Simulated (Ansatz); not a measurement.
# MoPS, from a guessed structure to a relaxed one, part 2 of 2

This structure for MoPS is made up. Its elements were placed in a known structure type with a cell scaled to their sizes. What cell does the guess relax to, and how far off was it?

Ansatz 0.2.0; DFT, r2SCAN, plane-wave PAW, files of the set soft_1, scalar-relativistic, no spin, cell and ions relaxed at zero pressure; PAW set soft_1 (the session's first sound run).

So far: The structure; Relaxing cell and atoms. The relaxed cell has a, b, c = 3.327, 4.660, 11.744 Å (conventional setting).

**3. Bands of the relaxed cell**

With the geometry fixed, one more self-consistent run, with a narrower smearing and the mesh shown in its input, gives the bands, and its pressure, and its forces where symmetry allows any, show how far the geometry depends on these settings.

This step: DFT, r2SCAN, plane-wave PAW, files of the set soft_1, scalar-relativistic, no spin, bands and density of states at the relaxed cell; PAW set soft_1 (Ansatz 0.2.0).

The input, input.yaml:

```yaml
crystal:
  lattice:
    - [-1.6633790339, 2.3297811783, 5.8721412991]
    - [1.6633790339, -2.3297811783, 5.8721412991]
    - [1.6633790339, 2.3297811783, -5.8721412991]
  atoms:
    - { symbol: Mo, position: [0.6216011351, 0.1216011351, 0.5] }
    - { symbol: Mo, position: [0.3783988649, 0.8783988649, 0.5] }
    - { symbol: S, position: [0.214299126, 0.214299126, 0.0] }
    - { symbol: S, position: [0.785700874, 0.785700874, 0.0] }
    - { symbol: P, position: [0.7608016952, 0.5, 0.2608016952] }
    - { symbol: P, position: [0.2391983048, 0.5, 0.7391983048] }
kpoints:
  mp_grid: { grid: [12, 12, 12] }
  band_path:
    path:
      - [[0.0, 0.0, 0.0], [-0.27005993, 0.27005993, 0.27005993], [-0.48070698, 0.48070698, 0.05941288], [-0.5, 0.5, 0.0], [-0.75, 0.25, 0.25], [-0.5, 0.0, 0.5], [-0.72994007, -0.27005993, 0.72994007], [-0.5, -0.5, 0.5], [0.0, 0.0, 0.0], [-0.28935295, 0.28935295, -0.28935295], [-0.5, 0.0, 0.0], [-0.75, 0.25, 0.25]]
      - [[-0.51929302, 0.51929302, -0.05941288], [-0.28935295, 0.28935295, -0.28935295]]
      - [[-0.71064705, -0.28935295, 0.28935295], [-0.5, -0.5, 0.5]]
    npoints: 6
scf:
  occupations: { method: fermi_dirac, width: 0.03 }
  n_extra_bands: 10
hamiltonian:
  xc: r2scan
  pseudopotentials: { kind: paw, azcp: { folder: soft_1 } }
output:
  forces: true
  stress: true
  write_bands: true
  dos: { projected: true }
  write_density: true
  write_potential: true
  elf: true
  volumetric_format: npy
```

Started as:

```sh
$ ansatz run input.yaml --threads 4 --pin off --max-ram 10240MiB --backend cpu --events-out ev --progress --plain --runs-dir out
```

Numbers of over 12 decimals in the logs are rounded to 6 here.

What it wrote:

```text
[...]
Crystal: 6 atoms, lattice volume = 91.025 Å³
Basis set: ecut = 500 eV, 2279 PW (Γ), FFT grids on a1−a2, a2, a2+a3, exchange–correlation on 180×192×100 points (64 copies of the dense FFT grid, shifted against one another)
Bands: 35, of which v1, the nominal top of the filled ones, is band 25 counted from 1 (24 counted from 0)
Symmetry: 8 space group operations
[...]
k-points: 280 of 1728
[...]
SCF iter   1: F=—  HF=-13269.808160 eV  |F-HF|=—  |Δ(HF+E_count)|=         —  Δρ=8.19e-2  dr2=1.12e1  dr2_τ=4.00e-1  ethr=3.10e-3  ⟨swp⟩=8.0  Hψ=52633  notcnv=0  defer=28
[...]
SCF iter   9: F=-13267.995837 eV  HF=-13267.995837 eV  |F-HF|=1.01e-8  |Δ(HF+E_count)|=   6.35e-8  Δρ=3.45e-6  dr2=2.26e-8  dr2_τ=1.50e-9  ethr=2.00e-10  ⟨swp⟩=19.1  Hψ=82734  notcnv=0
SCF 1 converged in 9 iterations: F = -13267.995837 eV  dr2 = 2.26e-8
[...]
NSCF: frozen V_eff on 81 k-points
SCF converged after 9 iterations
Free energy (F): -13267.995837 eV
[...]
Internal energy: -13267.985130 eV  (E = F + TS)
E sigma→0 (E₀):  -13267.990484 eV
Entropy (-TS):   -0.010707 eV (-1.784 meV/atom)
Fermi energy:    14.322580 eV
[...]
--- Forces (eV/Å), atoms counted from 1 ---
  atom   1  Mo    -0.00000000    -0.00000000     0.03377580
  atom   2  Mo     0.00000000     0.00000000    -0.03377580
  atom   3  S      0.00000000     0.00000000    -0.00301123
  atom   4  S     -0.00000000    -0.00000000     0.00301123
  atom   5  P      0.00000000    -0.00669660     0.00000000
  atom   6  P     -0.00000000     0.00669660    -0.00000000
  max |Σ_I F_I| component: 6.94e-18 eV/Å
--- Stress (GPa, compression-positive) ---
       -0.122003      -0.000000      -0.000000
       -0.000000       0.117530       0.000000
       -0.000000       0.000000      -0.040618
  P = ⅓ Tr σ = -0.0150 GPa (-0.150 kbar)
--- Band table (eV; the first three rows and the last of 280) ---
  k-point 0: bands = [... 21 lower, 11.9752, 12.5581, 13.6085, 14.0649, 14.2197, 15.5278, 15.6572, 15.7962, ... 6 higher]
  k-point 1: bands = [... 21 lower, 11.8797, 12.1465, 13.8079, 13.9187, 14.1449, 15.7111, 15.7696, 15.9287, ... 6 higher]
  k-point 2: bands = [... 21 lower, 11.5014, 11.5564, 13.3910, 14.1420, 14.3649, 15.8289, 15.8682, 16.0807, ... 6 higher]
  k-point 279: bands = [... 21 lower, 12.2284, 12.4322, 12.4786, 13.3102, 15.0095, 15.4638, 15.6491, 16.6638, ... 6 higher]
```

It took 50 s on 4 threads of Arm Neoverse V1, shared host; peak memory 1.2 GiB.

This step gave:

- free energy: -13267.9958 eV
- energy at zero smearing: -13267.9905 eV
- smearing term TS: 0.01071 eV
- pressure: -0.01503 GPa

bands.tsv at the labelled points (eV, zero at the Fermi level; the bands that come nearest the Fermi level along the path):

| point | band 22 | band 23 | band 24 | band 25 | band 26 | band 27 | band 28 | band 29 |
| --- | --- | --- | --- | --- | --- | --- | --- | --- |
| Γ | -2.35 | -1.76 | -0.71 | -0.26 | -0.10 | 1.21 | 1.33 | 1.47 |
| X | -3.24 | -3.18 | -0.92 | 0.34 | 0.70 | 0.97 | 1.09 | 1.38 |
| L | -3.09 | -2.86 | -0.56 | 0.17 | 0.66 | 1.09 | 1.34 | 1.48 |
| T | -2.92 | -2.87 | -0.60 | 0.33 | 0.42 | 1.47 | 1.57 | 1.71 |
| W | -3.24 | -2.92 | -0.63 | 0.42 | 0.47 | 1.35 | 1.43 | 1.49 |
| R | -3.16 | -2.91 | -0.99 | 0.65 | 0.86 | 0.93 | 1.33 | 1.58 |
| X1 | -3.24 | -3.18 | -0.92 | 0.34 | 0.70 | 0.97 | 1.09 | 1.38 |
| Z | -2.09 | -1.89 | -1.84 | -1.01 | 0.69 | 1.14 | 1.33 | 2.34 |
| Γ | -2.35 | -1.76 | -0.71 | -0.26 | -0.10 | 1.21 | 1.33 | 1.47 |
| Y | -2.96 | -2.09 | -1.36 | -0.74 | -0.48 | 0.69 | 1.52 | 1.83 |
| S | -2.44 | -2.40 | -2.34 | -0.92 | 0.03 | 0.80 | 1.48 | 1.75 |
| W | -3.24 | -2.92 | -0.63 | 0.42 | 0.47 | 1.35 | 1.43 | 1.49 |
| L1 | -3.09 | -2.86 | -0.56 | 0.17 | 0.66 | 1.09 | 1.34 | 1.48 |
| Y | -2.96 | -2.09 | -1.36 | -0.74 | -0.48 | 0.69 | 1.52 | 1.83 |
| Y1 | -2.96 | -2.09 | -1.36 | -0.74 | -0.48 | 0.69 | 1.52 | 1.83 |
| Z | -2.09 | -1.89 | -1.84 | -1.01 | 0.69 | 1.14 | 1.33 | 2.34 |

States per cell as run, both spins, in windows of 1 eV, from dos.tsv (zero at the Fermi level):

```csv
from,to,total
-8,-7,1.99
-7,-6,3.01
-6,-5,3.80
-5,-4,4.40
-4,-3,5.35
-3,-2,3.29
-2,-1,0.77
-1,0,3.23
0,1,2.90
1,2,5.02
2,3,3.68
3,4,3.08
```

A further 24.1 states lie below the table's range.

Valence density in the bc plane of the conventional cell at fractional x = 0.000, with atoms of Mo and S and P within 0.2 Å of it. It is the smooth field of the valence electrons, not physical close to the nuclei.

Ten steps, logarithmic in the rise over the least value, from '_' (0.1 e/Å³) to '@' (6.8 e/Å³), each cell a mean:
```
____..::::--======--::..____
____..::==**%%%%##++--....__
--::::--++%%@@@@@@##==::::--
++++====++##@@@@%%**====++++
==++++==--==****++==--++**++
==++++--::::::::::::::==++++
++++--::..............--==++
----::..______________..::--
::::......__________....::::
::--------::....::::------::
--==========----======++==--
======::::==++++++==::--====
======----======++==--======
----======--------========--
::::::::::....__..::::::::::
::::....______________..::::
==--::..______..______..--==
++++==::............::--++++
--++++==::::------::--==++==
++**++====**##%%##++====++++
======--++%%@@@@@@##==--====
::::::::++%%@@@@@@**--::::::
____..::--++####**==::..____
____..::::----------::..____
```
Columns run along b (4.7 Å), rows up along c (11.7 Å), edges of the conventional cell, whose origin can differ from the input's. Atoms in or near the plane, at fractional coordinates: Mo at (0.50, 0.12), Mo at (0.50, 0.88), S at (0.00, 0.21), S at (0.00, 0.79), P at (0.26, 0.50), P at (0.74, 0.50).

Electrostatic potential energy in the bc plane of the conventional cell at fractional x = 0.000, with atoms of Mo and S and P within 0.2 Å of it. With pseudopotentials it is smooth inside the atoms' cores, unlike the true potential.

Values in eV, 24 rows by 14 columns, each cell a mean:
```
 17  17  16  15  13  10   5   4   7  12  15  16  17  17
 17  17  16  13   5 -15 -33 -37 -26  -4  10  15  17  17
 14  14  15  11  -7 -40 -50 -50 -49 -23   5  13  15  14
-13  -4   9  10  -2 -30 -47 -48 -41 -15   7  11   3 -10
-22 -28  -6  10  10   0 -11 -14  -6   6  11   5 -20 -26
-23 -28  -6  12  15  14  13  12  13  15  14   6 -20 -27
-10  -2  10  15  17  17  17  17  17  17  16  13   4  -8
 13  14  16  17  17  17  17  17  17  17  17  16  15  13
 15  15  16  16  17  17  17  17  17  17  17  16  15  15
 14  14  13  11  11  13  15  16  14  12  11  12  13  14
 12   7  -7 -19 -18  -5   9  11   3 -13 -20 -15   1  10
  8  -6 -32 -36 -36 -29  -1   6 -15 -35 -36 -36 -21   4
  9  -2 -27 -35 -35 -23   2   7 -10 -32 -35 -33 -15   6
 13  10   3  -5  -5   4  12  13   9  -1  -6  -2   7  12
 14  15  14  14  14  15  16  16  16  15  14  14  15  14
 15  15  16  17  17  17  17  17  17  17  17  16  16  15
  9  12  15  16  17  17  17  17  17  17  17  16  13  10
-22 -14   5  14  16  16  16  16  16  16  15  11  -4 -19
-19 -29  -9  11  14  11   8   7  10  13  13   4 -24 -25
-26 -23  -1  10   7 -10 -26 -30 -19   0  10   7 -14 -26
  0   6  12  10  -6 -38 -50 -50 -47 -21   5  12  10   2
 16  16  15  11  -4 -35 -49 -49 -45 -19   6  14  16  16
 17  17  16  14   9  -4 -18 -22 -12   3  12  15  17  17
 17  17  16  16  14  12  10  10  11  13  15  16  17  17
```
Columns run along b (4.7 Å; values clipped at the 3rd and 97th percentile), rows up along c (11.7 Å), edges of the conventional cell, whose origin can differ from the input's. Atoms in or near the plane, at fractional coordinates: Mo at (0.50, 0.12), Mo at (0.50, 0.88), S at (0.00, 0.21), S at (0.00, 0.79), P at (0.26, 0.50), P at (0.74, 0.50).

ELF in the bc plane of the conventional cell at fractional x = 0.000, with atoms of Mo and S and P within 0.2 Å of it. It is the smooth field of the valence electrons, not physical close to the nuclei.

Ten even steps from '0' (0.03) to '9' (0.86), each cell a mean:
```
00122233222100
00111467631110
55313765751245
89843677743798
16972244325983
25862111113773
88620001001478
65200000000135
22221000011222
35676421357753
46876776766775
45200699920155
46422699841355
46887655678875
33554210135543
32110000000123
76310000000257
67730011002577
04872111114871
47973466534995
88733776752588
33212676741123
00111356421100
00122233322100
```
Columns run along b (4.7 Å), rows up along c (11.7 Å), edges of the conventional cell, whose origin can differ from the input's. Atoms in or near the plane, at fractional coordinates: Mo at (0.50, 0.12), Mo at (0.50, 0.88), S at (0.00, 0.21), S at (0.00, 0.79), P at (0.26, 0.50), P at (0.74, 0.50).

**4. Summary of results**

```yaml
space_group_relaxed: Immm
conventional_cell: a = 3.327, b = 4.660, c = 11.744 Å; α = 90.0°, β = 90.0°, γ = 90.0°
volume_per_atom: 15.17 Å³ (guess 17.33)
```

In words: MoPS relaxes to Immm with a = 3.327, b = 4.660 and c = 11.744 Å. The guessed volume was 14 % too large. The space group Immm was held in the relaxation, so the end point is a stationary structure within it and may be a saddle against distortions or other arrangements. Bands cross the Fermi level, so it is a metal or semimetal at this level. On the 12×12×12 mesh with the narrower smearing (relaxed on 9×9×9) the largest force component is 0.034 eV/Å and the largest stress component is 0.122 GPa, against the relaxation's thresholds of 0.015 eV/Å and 0.05 GPa. The cutoff wasn't tested. No dispersion term is used, so weakly bound directions may come out too long. The runs have no spin, and magnetism wasn't tested. Nothing here tests whether the compound is stable against decomposition.

[Logs are printed without paths, hosts, clocks, repeated set-up lines and the standing remarks that a program may print on its own settings, such as how far it seeks lower states.]

[Hosts, paths, dates, database ids (printed as entryN), source tags and the programs' standing remarks are cut or masked in the printed files.]
